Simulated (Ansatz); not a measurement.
# 1T-CrSTe monolayer in a perpendicular field, part 3 of 3

Wanted: the out-of-plane response of the 1T-CrSTe monolayer. A positive field points along +c.

Ansatz 0.2.0; plane-wave DFT, PBE-D3(BJ), Ansatz PAW.

So far. Step 3 (Single point, field 0): The work function of the upper face is 5.61 eV. Step 4 (Atoms held, field 0.1 V/Å): The dipole is -0.0179 e·Å, 0.0309 e·Å from its value without field.

### Step 5. Single point, field -0.1 V/Å

input.yaml reads:

```yaml
crystal:
  lattice:
    - [3.4362258303, 0.0, 0.0]
    - [-1.7181129151, 2.9758588622, 0.0]
    - [0.0, 0.0, 21.0862533728]
  atoms:
    - { symbol: Te, position: [0.6666666667, 0.3333333333, 0.4268183561], spin: -0.12 }
    - { symbol: Cr, position: [0.0, 0.0, 0.5182666766], spin: 2.32 }
    - { symbol: S, position: [0.3333333333, 0.6666666667, 0.5731816439], spin: -0.08 }
magnetization:
  spin_polarized: true
kpoints:
  mp_grid: { grid: [18, 18, 1] }
  band_path:
    path: [[0, 0, 0], [0.5, 0, 0], [0.33333333, 0.33333333, 0], [0, 0, 0]]
    npoints: 16
hamiltonian:
  xc: pbe
  dispersion: d3bj
scf:
  occupations: { method: fermi_dirac, width: 0.02585 }
  convergence: { dr2_threshold: 1.0e-10 }
efield:
  axis: 3
  dipole_correction: true
  ramp_position: 0.97
  ramp_width: 0.06
  amplitude: -0.1
output:
  write_potential: true
  write_density: true
  volumetric_format: npy
```

The run is started by

```sh
$ ansatz run input.yaml --threads 2 --pin off --max-ram 3072MiB --backend cpu --events-out ev --progress --plain --runs-dir out
```

Numbers of over 12 decimals in the logs are rounded to 6 here.

Log:

```text
[...]
Crystal: 3 atoms, lattice volume = 215.622 Å³
Basis set: ecut = 420 eV, 4187 PW (Γ)
Bands: 24, of which v1, the nominal top of the filled ones, is band 18 counted from 1 (17 counted from 0)
Symmetry: 6 space group operations
k-points: 37 of 324 (time reversal used)
[...]
Starting moments: Σ|m| = 2.52 μB on 3 of 3 sites
[...]
k-point 1 ↑: bands = [... 14 lower, -3.0702, -2.0296, -2.0222, -0.7062, 0.6735, 0.7799, 2.2989, 2.5325, ... 2 higher]
  k-point 2 ↑: bands = [... 14 lower, -2.9155, -2.1260, -2.0683, -0.8794, 0.3555, 0.6890, 1.6673, 2.3525, ... 2 higher]
  k-point 36 ↓: bands = [... 14 lower, -3.9260, -2.8694, -2.7371, 0.8465, 0.9703, 1.0364, 2.0456, 2.6963, ... 2 higher]
[key lines of the parts left out:]
SCF converged after 12 iterations
Magnetization: 2.4586 μB (19.2293 up, 16.7707 down)
Free energy (F): -11262.014957 eV
Fermi energy:    -0.673745 eV
Dipole field:    D = -0.066863 V/Å  (p = -0.079675 e·Å, saw-weighted, corrected)
```

Run time: 17 s. Hardware: 2 threads of Intel Xeon 6975P-C (Granite Rapids), shared host; peak memory 0.8 GiB; 33 s of CPU time.

The dipole is -0.0797 e·Å, -0.0309 e·Å from its value without field.

### Step 6. Response, atoms held

This step: plane-wave DFT, PBE-D3(BJ), Ansatz PAW; response to a field along the normal, atoms held (Ansatz 0.2.0).

The dipoles give the slope, and the difference of two potentials shows where the field is screened.

Numbers from this step:

```yaml
equivalent_conductor_thickness_p_eps_0ae: 5.466 Å
distance_between_the_outer_atoms: 3.086 Å
```

Dipole of the cell against applied field:

```
applied field (V/Å)  dipole of the cell (e·Å)
            -0.1000                   -0.0797
             0.0000                   -0.0488
             0.1000                   -0.0179
```

The total moment stays at 2.46 μB for applied field from -0.1 to 0.1 V/Å.

Local field over the applied field, running mean. From the potentials at -0.1 and 0.1 V/Å; running mean over 2.5 Å. The local field over applied field by z:

z (Å), local field over applied field and a bar:
```
     4.10      0.999 ##############################
     4.39      0.998 ##############################
     4.83      0.994 ##############################
     5.13      0.989 ##############################
     5.56      0.972 #############################
     5.86      0.952 #############################
     6.15      0.918 ############################
     6.59      0.833 #########################
     6.88      0.751 ######################
     7.18      0.655 ####################
     7.61      0.502 ###############
     7.91      0.399 ############
     8.35      0.250 #######
     8.64      0.163 #####
     8.93      0.096 ##
     9.37      0.043 #
     9.66      0.029 
     9.96      0.021 
    10.40      0.015 
    10.69      0.021 
    11.13      0.042 #
    11.42      0.065 ##
    11.71      0.099 ###
    12.15      0.188 #####
    12.45      0.273 ########
    12.74      0.373 ###########
    13.18      0.530 ################
    13.47      0.633 ###################
    13.91      0.780 #######################
    14.20      0.859 ##########################
    14.50      0.916 ###########################
    14.94      0.965 #############################
    15.23      0.981 #############################
    15.52      0.990 ##############################
    15.96      0.996 ##############################
    16.25      0.998 ##############################
    16.69      0.999 ##############################
    16.99      1.000 ##############################
```

Electrons, planar mean, per unit field. Induced electron density against z:

z (Å), induced electron density (e/Å³ per V/Å) and a bar from the least value:
```
     4.10    0.00001 ################
     4.54    0.00001 ################
     4.98    0.00004 ################
     5.42    0.00010 ################
     5.86    0.00024 #################
     6.30    0.00055 ##################
     6.74    0.00119 #####################
     7.18    0.00230 #########################
     7.61    0.00341 ##############################
     8.05    0.00281 ############################
     8.49    0.00090 ####################
     8.93    0.00079 ###################
     9.37    0.00054 ##################
     9.81   -0.00005 ################
    10.25   -0.00104 ############
    10.84    0.00023 #################
    11.28    0.00051 ##################
    11.71   -0.00090 ############
    12.15   -0.00052 ##############
    12.59   -0.00241 ######
    13.03   -0.00382 
    13.47   -0.00267 #####
    13.91   -0.00130 ##########
    14.35   -0.00055 ##############
    14.79   -0.00022 ###############
    15.23   -0.00008 ################
    15.67   -0.00003 ################
    16.11   -0.00001 ################
    16.55    0.00000 ################
    16.99    0.00000 ################
```

By hand: between -0.1 and 0.1 V/Å the dipole changes by 0.06177 e·Å, a slope of 0.3089 e·Å²/V. A perfect conductor of thickness t has p = ε₀AEt, so t = 180.95 × 0.3089 / 10.226 = 5.47 Å (e/ε₀ = 180.95 V·Å, A in Å²).

The induced dipole is that of a conductor 5.47 Å thick.

### Step 7. Summary of results

- gap without field: none
- work function, upper face: 5.61 eV
- step between the vacuum levels: 0.864 eV
- equivalent conductor thickness, atoms held: 5.47 Å

**Reading.** The induced dipole equals that of a perfect conductor 5.47 Å thick, while the outer atoms lie 3.09 Å apart. The two faces differ: the vacuum level above lies 0.86 eV higher than the one below. There is no gap over 0.03 eV, with or without the field. For an open d or f shell that can be the fault of a semilocal functional without a Hubbard term. The magnetic order is the one reached from the typed start; other orders were not compared. Spin-orbit coupling is left out, which matters for the bands of elements this heavy.

[Logs are printed without paths, hosts, clocks, repeated set-up lines and the standing remarks that a program may print on its own settings, such as how far it seeks lower states.]

[Hosts, paths, dates, database ids (printed as entryN), source tags and the programs' standing remarks are cut or masked in the printed files.]

[Maps of the electrostatic potential energy from Ansatz leave out the sawtooth potential of an applied field or a dipole correction, so their vacuum need not be flat; planar profiles and work functions include it.]
